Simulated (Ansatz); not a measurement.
## Formation energy and levels of the vacancy V_C (site 1) in SiC (P6_3mc)

Wanted: the transition levels of a vacancy in SiC (P6_3mc), from a cell of 108 host atoms with 1 C taken out.

Main program and level: Ansatz 0.2.0; place-levels on r2SCAN runs: charge-transition levels and formation energies with image-charge correction and potential alignment at the atomic sites; PAW set soft_1.

**Measured values to reproduce.**

For SiC, 6H (bulk crystal, literature), “Charge spill-out and work function of few-layer graphene on SiC(0001)” (2018, arxiv:1806.04908) quotes earlier work: band gap (indirect gap, experimental literature value) 3.03 eV [Literature value cited in passing in the theory part; temperature and measurement method …].

This is a report of a sequence of runs, with most program output left out.

## 1. The structure

The cell holds 107 atoms: 54 Si and 53 C. Cell: a = 9.236 Å, b = 9.236 Å, c = 15.108 Å, α = 90.0°, β = 90.0°, γ = 120.0°. It derives from SiC (space group P6_3mc). Nearest the centre at fractional (0.556, 0.444, 0.542): Si88 at 1.89 Å, Si53 at 1.89 Å, Si100 at 1.89 Å, Si51 at 1.89 Å, C47 at 3.08 Å, C94 at 3.08 Å, C106 at 3.08 Å, C11 at 3.08 Å.

The host's dielectric constants go in as inputs: (7.09, 7.09, 7.35) for the electrons alone, (10.43, 10.43, 10.95) with the ions, computed on the host (DFPT, PBEsol, on the r2SCAN cell), and a cell off the functional's own equilibrium shifts the ionic part.

The cell's shortest repeat is 9.2 Å.

## 2. Charge states

Levels follow from differences of total energies between charge states, each relaxed by itself.

Each atom starts 0.05 Å or so off its site in a random direction: a symmetric start keeps its symmetry, and would miss off-centre moves and Jahn–Teller distortions. Forces are taken at one point at (¼, ¼, ¼). The cell holds 2 electrons more than the neutral one, with a uniform background that keeps it neutral on the whole.

The sampling was tested on the host first: at the k-points planned (1x1x1 shifted 0.25 0.25 0.25) its energy lies -0.041 eV an atom from the dense-mesh value, a large miss, so this sampling is coarse for the host.

One of the inputs; charge, spin and start change from state to state.

qm2.relax/input.yaml reads:

```yaml
crystal:
  lattice:
    - [3.07866498, 0.0, 0.0]
    - [-1.53933249, 2.66620208, 0.0]
    - [0.0, 0.0, 15.1078644]
  atoms:
    - { symbol: Si, position: [0.33333333, 0.66666667, 0.8329854] }
    - { symbol: Si, position: [0.66666667, 0.33333333, 0.3329854] }
    - { symbol: Si, position: [0.66666667, 0.33333333, 0.66650102] }
    - { symbol: Si, position: [0.33333333, 0.66666667, 0.16650102] }
    - { symbol: Si, position: [0.0, 0.0, 0.49972248] }
    - { symbol: Si, position: [0.0, 0.0, 0.99972248] }
    - { symbol: C, position: [0.0, 0.0, 0.87436694] }
    - { symbol: C, position: [0.0, 0.0, 0.37436694] }
    - { symbol: C, position: [0.33333333, 0.66666667, 0.70799668] }
    - { symbol: C, position: [0.66666667, 0.33333333, 0.20799668] }
    - { symbol: C, position: [0.66666667, 0.33333333, 0.54152848] }
    - { symbol: C, position: [0.33333333, 0.66666667, 0.04152848] }
  supercell: [3, 3, 1]
  defects: [{ vacancy: 58 }]
total_charge: -2
basis:
  ecutwfc: 500
  xc_grid: 2
hamiltonian:
  xc: r2scan
  pseudopotentials: { kind: paw, azcp: { folder: soft_1 } }
kpoints:
  mp_grid: { grid: [1, 1, 1], shift: [0.25, 0.25, 0.25] }
scf:
  occupations: { method: fixed }
  max_iter: 60
output:
  forces: true
  charged_corrections:
    epsilon: [7.09, 7.09, 7.35]
    static_epsilon: [10.43, 10.43, 10.95]
relax:
  f_tol: 0.02
  max_steps: 80
  random_displacement: { amplitude: 0.05, seed: 7300 }
checkpoint:
  write: "../qm2.relax.run"
  compress: false
  write_wavefunctions: true
  write_every: 100000
```

Command:

```bash
ansatz run input.yaml --threads 4 --pin off --max-ram 15073MiB --backend cpu --events-out ev --progress --plain --runs-dir out
```

The relaxed structure is kept and the sampling changed to a 2×2×2 shifted mesh.

The run of this state that the levels use, under r2SCAN:

qm2.point/input.yaml reads:

```yaml
crystal:
  checkpoint: "../qm2.relax.run"
  host: checkpoint
total_charge: -2
basis:
  ecutwfc: 500
  xc_grid: 2
hamiltonian:
  xc: r2scan
  pseudopotentials: { kind: paw, azcp: { folder: soft_1 } }
kpoints:
  mp_grid: { grid: [2, 2, 2], shift: [0.5, 0.5, 0.5] }
scf:
  occupations: { method: fermi_dirac, width: 0.01 }
  max_iter: 60
output:
  forces: true
  eigenvalues: true
  charged_corrections:
    epsilon: [7.09, 7.09, 7.35]
    static_epsilon: [10.43, 10.43, 10.95]
    defect_position: [0.555556, 0.444444, 0.541528]
  eigenstates: { localisation: true }
  populations: true
  band_densities: [{ bands: [v1, v1] }, { bands: [c1, c1] }]
  write_density: true
  write_potential: true
  volumetric_format: npy
checkpoint:
  read: "../qm2.relax.run"
  write: "../qm2.point.run"
  compress: false
  write_wavefunctions: false
  write_every: 100000
```

Relaxations under r2SCAN at one point at (¼, ¼, ¼); times on 4 threads of Arm Neoverse V2, shared host:

```tsv
charge	moment (μB)	occupations	outcome	steps	largest displacement against the far atoms (Å)	time
−2	0	fixed	converged	10	0.67	3.8 min
−2	2	fixed	converged	10	0.23	10 min
−1	1	fixed	converged	16	0.41	18 min
0	0	fixed	converged	7	0.25	2.9 min
0	2	fixed	converged	7	0.11	8 min
+1	1	fixed	converged	6	0.09	7.1 min
+2	0	fixed	converged	5	0.15	2.5 min
+2	2	fixed	converged	11	0.09	11 min
```

Single points under r2SCAN at a 2×2×2 shifted mesh; times on 4 threads of Arm Neoverse V2, shared host:

```tsv
charge	moment (μB)	occupations	outcome	time
−2	0	fermi-dirac	converged	2.9 min
−2	2	fermi-dirac	converged	7.1 min
−1	1	fermi-dirac	converged	8 min
0	0	fermi-dirac	converged	2.9 min
0	2	fermi-dirac	converged	8.1 min
+1	1	fermi-dirac	converged	8.9 min
+2	0	fermi-dirac	converged	2.7 min
+2	2	fermi-dirac	converged	12 min
```

Distances (Å) from the ideal centre to the nearest atoms after relaxation with r2SCAN:

```tsv
charge	moment (μB)	1.	2.	3.	4.	5.	6.
−2	0	Si 1.22	Si 1.84	Si 1.85	Si 1.85	C 2.99	C 3.00
−2	2	Si 1.69	Si 1.70	Si 1.70	Si 1.74	C 3.03	C 3.04
−1	1	Si 1.50	Si 1.85	Si 1.85	Si 1.85	C 3.00	C 3.01
0	0	Si 1.81	Si 1.82	Si 1.85	Si 1.88	C 2.92	C 2.95
0	2	Si 1.83	Si 1.84	Si 1.85	Si 1.88	C 3.04	C 3.04
+1	1	Si 1.92	Si 1.92	Si 1.93	Si 1.96	C 3.04	C 3.04
+2	0	Si 1.97	Si 2.01	Si 2.02	Si 2.04	C 3.06	C 3.06
+2	2	Si 1.91	Si 1.91	Si 1.93	Si 1.96	C 3.02	C 3.03
```

## 3. Levels against the band edges, r2SCAN

A charged cell interacts with its images and the background, and its potential has another zero than the host's. place-levels removes the first by a point-charge model, screened by the static dielectric constant since the ions have relaxed around the charge, and the second by comparing potentials at atoms far from the defect.

The host is a run of the defect-free crystal in the same cutoffs, grids and k-points, so that basis and sampling errors cancel in part in the differences. The host is run in a cell of 12 atoms on a matching mesh. Its band edges are searched through the zone by a band path, so the gap is smaller than, or equal to, that on the mesh. Chemical potentials are energies per atom of C (diamond), run with the same functional and cutoff. Carbon is taken as diamond, which semilocal functionals can put about 0.1 eV an atom over graphite.

levels.point.yaml reads:

```yaml
host:
  run: host.point.run
states: [qm2.point.run, qm2_M2.point.run, qm1_M1.point.run, q0.point.run, q0_M2.point.run, qp1_M1.point.run, qp2.point.run, qp2_M2.point.run]
geometry_from:
  qm2.point.run: qm2.relax.run
  qm2_M2.point.run: qm2_M2.relax.run
  qm1_M1.point.run: qm1_M1.relax.run
  q0.point.run: q0.relax.run
  q0_M2.point.run: q0_M2.relax.run
  qp1_M1.point.run: qp1_M1.relax.run
  qp2.point.run: qp2.relax.run
  qp2_M2.point.run: qp2_M2.relax.run
  host.point.run: host.relax.run
chemical_potentials:
  C:
    energy: -251.553391
    dataset: "<sha256 of the dataset>"
epsilon: [7.09, 7.09, 7.35]
static_epsilon: [10.43, 10.43, 10.95]
vertical:
  - { from: qm2.point.run, to: qm2.point_neutral.run }
  - { from: qm2_M2.point.run, to: qm2_M2.point_neutral.run }
  - { from: qm1_M1.point.run, to: qm1_M1.point_neutral.run }
  - { from: qp1_M1.point.run, to: qp1_M1.point_neutral.run }
  - { from: qp2.point.run, to: qp2.point_neutral.run }
  - { from: qp2_M2.point.run, to: qp2_M2.point_neutral.run }
```

Command:

```bash
ansatz place-levels levels.point.yaml -- --threads 4 --pin off --max-ram 15073MiB
```

It took 1 s on 4 threads of Arm Neoverse V2, shared host.

Under r2SCAN the gap is 2.37 eV, (+2/+1) 1.24, (+1/0) 1.41, (0/−1) 2.40 (outside the gap), (−1/−2) 2.33 eV; the steps are inverted, so the lowest state changes at (0/−2) 2.37 eV.

Levels between the charges placed, in eV above the valence top:

```tsv
	gap (eV)	(+2/+1)	(+1/0)	(0/−1)	(−1/−2)
r2SCAN	2.37	1.24	1.41	2.40	2.33
```

Corrections by state:

```tsv
charge	moment (μB)	image terms and alignment (eV)	band filling (eV)	ε used	over the lowest of its charge, as the program ranks them, band filling apart (eV)
+2	0.0	0.425	-	principal values (10.43, 10.43, 10.95)	0.000
+1	1.0	0.067	-	principal values (10.43, 10.43, 10.95)	0.000
0	0.0	0.000	-	-	0.000
−1	1.0	0.242	-	principal values (10.43, 10.43, 10.95)	0.000
−2	0.0	0.783	-	principal values (10.43, 10.43, 10.95)	0.000
+2	2.0	0.207	-	principal values (10.43, 10.43, 10.95)	1.641
0	2.0	0.000	-	-	0.203
−2	2.0	0.761	-	principal values (10.43, 10.43, 10.95)	0.239
```

The charged structures listed were also run neutral, and place-levels reads from each pair, by the potential or the spins, how wide the charge is by which they differ; that can be the carrier of either run.

```tsv
charge	rms radius (Å)	spread where it is widest against the cell (Å)	wide from (Å)	reading
+2	3.2	1.67	1.39	wide
+1	2.8	1.49	1.39	wide
−1	2.6	1.69	1.39	wide
−2	2.6	1.51	1.39	wide
```

The neutral runs of these pairs need not share the spin of the lowest neutral state, and very wide values only mean spread over the cell.

From the program's caveats on the states, each cut to its opening words:

- charge +2, −1 (1 μB): it parts from the run at its places by a charge that spreads by about 1.7 Å along one vector (1.4 Å or more is wide), by its potential at epsilon [7.09, 7.09, [...]
- charge +1 (1 μB), −2: it parts from the run at its places by a charge that spreads by about 1.5 Å along one vector (1.4 Å or more is wide), by its potential at epsilon [7.09, 7.09, [...]
- charge +1 (1 μB): the host's ions (past the first shell or, of a walk that freed a part, those that it held) aren't shown at rest: they stand up to 0.047 Å off their sites, 0.53 [...]
- charge +1 (1 μB), −1 (1 μB), +2 (2 μB), 0 (2 μB), −2 (2 μB): flagged: stability check not made
- charge −1 (1 μB): its sublattices stand up to 0.0223 Å off the host's, which by the two runs' forces adds about +0.02 eV to its energy against the host's, and moves the band [...]
- charge −2: its sublattices stand up to 0.0329 Å off the host's, which by the two runs' forces adds about +0.02 eV to its energy against the host's, and moves the band [...]
- charge +2 (2 μB): it parts from the run at its places by a charge that spreads by about 4.2 Å along one vector (2.6 Å or more is wide), by its potential at epsilon [7.09, 7.09, [...]
- charge +2 (2 μB): its alignment with the host at atomic sites is doubtful: the mean over the far sites moves by +0.1299 eV from their farther parts to their nearer, more than [...]
- charge +2 (2 μB): the host's ions (past the first shell or, of a walk that freed a part, those that it held) aren't shown at rest: they stand up to 0.060 Å off their sites, 0.24 [...]
- charge +2 (2 μB): its moments are held at its close (magnetization.spin_locking), by a field of 0.964 eV a Bohr magneton, and its energy and levels are of the state that this [...]
- charge −2 (2 μB): it parts from the run at its places by a charge that spreads by about 1.4 Å along one vector (1.4 Å or more is wide), by its potential at epsilon [7.09, 7.09, [...]

The host's formation energy from the elements is -0.356 eV per atom; it sets how far the chemical potentials can move.

Limit set by the element alone; other compounds of these elements are not counted. Chemical potentials from the elements' reference states: C 0.00 eV, Si -0.71 eV. Formation energy by charge state (C-rich; gap 2.37 eV):

```tsv
charge	at valence top (eV)	at conduction bottom (eV)	correction included (eV)
+2	2.41	7.15	0.42
+1	3.65	6.02	0.07
0	5.06	5.06	0.00
−1	7.46	5.09	0.24
−2	9.79	5.06	0.78
```

(Fermi level (eV), lowest formation energy (eV)): (0.00, 2.41), (0.22, 2.84), (0.43, 3.27), (0.65, 3.70), (0.86, 4.13), (1.08, 4.57), (1.29, 4.95), (1.51, 5.06), (1.72, 5.06), (1.94, 5.06), (2.15, 5.06), (2.37, 5.06)

Limit set by the element alone; other compounds of these elements are not counted. Chemical potentials from the elements' reference states: Si 0.00 eV, C -0.71 eV. Formation energy by charge state (Si-rich; gap 2.37 eV):

```tsv
charge	at valence top (eV)	at conduction bottom (eV)	correction included (eV)
+2	1.70	6.44	0.42
+1	2.94	5.31	0.07
0	4.35	4.35	0.00
−1	6.75	4.38	0.24
−2	9.08	4.34	0.78
```

| Fermi level (eV) | lowest formation energy (eV) |
| --- | --- |
| 0.00 | 1.70 |
| 0.22 | 2.13 |
| 0.43 | 2.56 |
| 0.65 | 2.99 |
| 0.86 | 3.42 |
| 1.08 | 3.85 |
| 1.29 | 4.23 |
| 1.51 | 4.35 |
| 1.72 | 4.35 |
| 1.94 | 4.35 |
| 2.15 | 4.35 |
| 2.37 | 4.34 |

## 4. Effect of the sampling

The relaxations' own energies give the levels at their sampling, for comparison.

levels.relax_mesh.yaml reads:

```yaml
host:
  run: host.relax.run
states: [qm2.relax.run, qm2_M2.relax.run, qm1_M1.relax.run, q0.relax.run, q0_M2.relax.run, qp1_M1.relax.run, qp2.relax.run, qp2_M2.relax.run]
chemical_potentials:
  C:
    energy: -251.553391
    dataset: "<sha256 of the dataset>"
```

Command:

```bash
ansatz place-levels levels.relax_mesh.yaml -- --threads 4 --pin off --max-ram 15073MiB
```

The job ended after 0.28 s (4 threads).

Levels between neighbouring charges, in eV above the valence top:

```tsv
	gap (eV)	(+2/+1)	(+1/0)	(0/−1)	(−1/−2)
one point at (¼, ¼, ¼)	2.38	0.96	1.32	2.25	2.27
a 2×2×2 shifted mesh	2.37	1.24	1.41	2.40	2.33
```

Going from one point at (¼, ¼, ¼) to a 2×2×2 shifted mesh moves the levels that carry no band-filling term by up to 0.28 eV and formation energies against the elements by up to 0.45 eV.

## 5. Placing the levels, PBEsol

PBEsol on the same structure is run to see how far the result rests on the functional, though not on the errors that semilocal functionals share.

qm2.pbesol/input.yaml, as its differences from qm2.point/input.yaml of step 2:

```diff
@@ -5,7 +5,7 @@
 basis:
-  ecutwfc: 500
+  ecutwfc: 420
   xc_grid: 2
 hamiltonian:
-  xc: r2scan
-  pseudopotentials: { kind: paw, azcp: { folder: soft_1 } }
+  xc: pbesol
+  pseudopotentials: { kind: paw, azcp: { folder: soft_1 }, xc_functional: pbe }
 kpoints:
@@ -29,4 +29,3 @@
 checkpoint:
-  read: "../qm2.relax.run"
-  write: "../qm2.point.run"
+  write: "../qm2.pbesol.run"
   compress: false
```

Wall time 2.1 min (4 threads); peak memory 6 GiB.

levels.pbesol.yaml reads:

```yaml
host:
  run: host.pbesol.run
  levels_from: { run: edges.pbesol.run }
states: [qm2.pbesol.run, qm2_M2.pbesol.run, qm1_M1.pbesol.run, q0.pbesol.run, q0_M2.pbesol.run, qp1_M1.pbesol.run, qp2.pbesol.run, qp2_M2.pbesol.run]
geometry_from:
  qm2.pbesol.run: qm2.relax.run
  qm2_M2.pbesol.run: qm2_M2.relax.run
  qm1_M1.pbesol.run: qm1_M1.relax.run
  q0.pbesol.run: q0.relax.run
  q0_M2.pbesol.run: q0_M2.relax.run
  qp1_M1.pbesol.run: qp1_M1.relax.run
  qp2.pbesol.run: qp2.relax.run
  qp2_M2.pbesol.run: qp2_M2.relax.run
  host.pbesol.run: host.relax.run
chemical_potentials:
  C:
    energy: -246.668769
    dataset: "<sha256 of the dataset>"
```

Command:

```bash
ansatz place-levels levels.pbesol.yaml -- --threads 4 --pin off --max-ram 15073MiB
```

It took 0.62 s on 4 threads.

Under PBEsol the gap is 1.90 eV, (+2/+1) 1.07, (+1/0) 1.14, (0/−1) 2.19 (outside the gap), (−1/−2) 2.05 (outside the gap) (with band filling) eV.

## 6. Cost and result

Levels between neighbouring charges, in eV above each run's own valence top:

```tsv
	gap (eV)	(+2/+1)	(+1/0)	(0/−1)	(−1/−2)	CPU time a state at this stage (restarts are quicker than cold starts)
r2SCAN, 2×2×2 shifted mesh	2.37	1.24	1.41	2.40	2.33	25 min
PBEsol on r2SCAN structures, 2×2×2 shifted mesh	1.90	1.07	1.14	2.19	2.05	14 min
```

## 7. Results

```json
{
 "gap of the host": "2.37 eV (r2SCAN)",
 "level (plus 2/plus 1)": "1.24 eV above the valence top",
 "level (plus 1/0)": "1.41 eV above the valence top",
 "level (0/minus 1)": "2.40 eV above the valence top, past the conduction bottom, not a change between lowest states",
 "level (minus 1/minus 2)": "2.33 eV above the valence top, not a change between lowest states",
 "lowest of the charges placed, just above the valence top (0.02 eV)": "+2",
 "lowest of the charges placed, just below the conduction bottom (0.02 eV)": "0",
 "lowest formation energy at mid-gap of the charges run, C-rich": "4.78 eV",
 "lowest formation energy at mid-gap of the charges run, Si-rich": "4.07 eV"
}
```

**Reading.** Of the charges placed (−2, −1, 0, +1 and +2), the lowest changes at 1.24 eV (+2/+1) and 1.41 eV (+1/0) above the valence top, in a gap of 2.37 eV. (0/−1) and (−1/−2) lie 0.03 and 0.03 eV from a band edge, less than the doubt on such levels. Charges above +2 were not placed, so these runs say nothing of levels that involve them. States placed: +2 at 0 μB and 2 μB; +1 at 1 μB; 0 at 0 μB and 2 μB; −1 at 1 μB; −2 at 0 μB and 2 μB. Other spin states or structures, where not listed, weren't placed. Going from one point at (¼, ¼, ¼) to a 2×2×2 shifted mesh moves the levels that carry no band-filling term by up to 0.28 eV and formation energies against the elements by up to 0.45 eV. The program doubts the alignment of potentials for at least one state, a sign that the cell is small. Limits: r2SCAN makes the gap too small and tends to spread out bound carriers; force components of up to 0.46 eV/Å remain in a run at the final settings.

Calculation against experiment:

| quantity | measured | PBEsol | r2SCAN |
| --- | --- | --- | --- |
| band gap (least gap of the host) (eV) | 3.03 | 1.90 (-1.13 eV) | 2.37 (-0.66 eV) |

Measured values from arxiv:1806.04908 (2018).

How well it matches: For the band gap, of the levels listed nearest comes r2SCAN (-0.66 eV, a clear miss) and farthest PBEsol (-1.13 eV, a clear miss). Local and semilocal functionals usually give gaps below the measured ones. Zero-point and thermal motion shift the measured gap.

[Logs are printed without paths, hosts, clocks, repeated set-up lines and the standing remarks that a program may print on its own settings, such as how far it seeks lower states.]

[Hosts, paths, dates, database ids (printed as entryN), source tags and the programs' standing remarks are cut or masked in the printed files.]

[Where a table of states has a column of steps, it counts the stored structures, which are thinned; the runs took as many ionic steps or more.]

[A defect's name tells the site on which it was built; relaxed atoms can leave that site.]

[For some hosts the program warned that the k-mesh of the response run may be too coarse for force constants and the static dielectric constant; such warnings are not shown here.]
